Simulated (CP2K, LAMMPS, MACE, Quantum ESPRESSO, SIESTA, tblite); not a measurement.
# Bulk modulus two ways: amorphous Si0.30C0.70 (96 atoms), QE, PBE

The cell holds 96 atoms (29 Si and 67 C). Recipe: 96 atoms (29 Si, 67 C) placed at random at 2.83 g/cm³, melted at 4500 K for 10 ps at fixed volume with the Erhart-Albe potential (Erhart and Albe, Phys. Rev. B 71, 035211 (2005)). Quenched from 4500 K to 500 K at 50 K/ps and fixed volume, held 5 ps, then minimised at fixed cell. Then the atoms were relaxed with MACE MP-0b3 medium in the fixed cell.

Calculated with Quantum ESPRESSO 7.5: PBE; plane waves, SSSP efficiency, 45/360 Ry; k-points Γ. The cell is scaled evenly by ±3 % in volume, and MACE MP-0b3 medium relaxes the atoms at each volume before the single point.

| volume (Å³/atom) | energy less the middle row's (meV/atom) | pressure (GPa) |
| --- | --- | --- |
| 9.6066 | 13.369 | 9.684 |
| 9.9038 | 0.000 | 3.991 |
| 10.201 | -3.289 | -0.964 |

Task: Find the bulk modulus at the middle volume from the pressures and from the energies, and check the printed pressure against the slope of the energy (1 meV/Å³ = 0.16022 GPa).

Worked:

The step is h = 0.2971 Å³. From pressures: B = −V dP/dV = 9.9038 × (9.684 − (-0.964)) / (2 × 0.2971) = 177 GPa.

From energies: B = V d²E/dV² = 9.9038 × (13.369 + (-3.289)) / 0.2971² = 1131 meV/Å³ = 181 GPa.

Slope: P = −dE/dV = −(-3.289 − (13.369)) / (2 × 0.2971) = 28.0 meV/Å³ = 4.49 GPa, against 3.99 GPa printed.

The two moduli agree within 2 %.

A central difference over ±3 % overstates P by about B(1 + B′)(0.03)²/6, some 0.13 GPa for B′ = 4. The atoms follow MACE MP-0b3 medium, so this level's forces do work along the path, which enters the energies but not the printed pressures. A stress printed at a finite cutoff holds the number of plane waves fixed and tends to come out low, which is the sign found here.

Limits: three points, a static cell at zero temperature, the cell shape held; the modulus is that at 4.0 GPa, not at zero pressure.

[Hosts, paths, dates, database ids (printed as entryN), source tags and the programs' standing remarks are cut or masked in the printed files.]
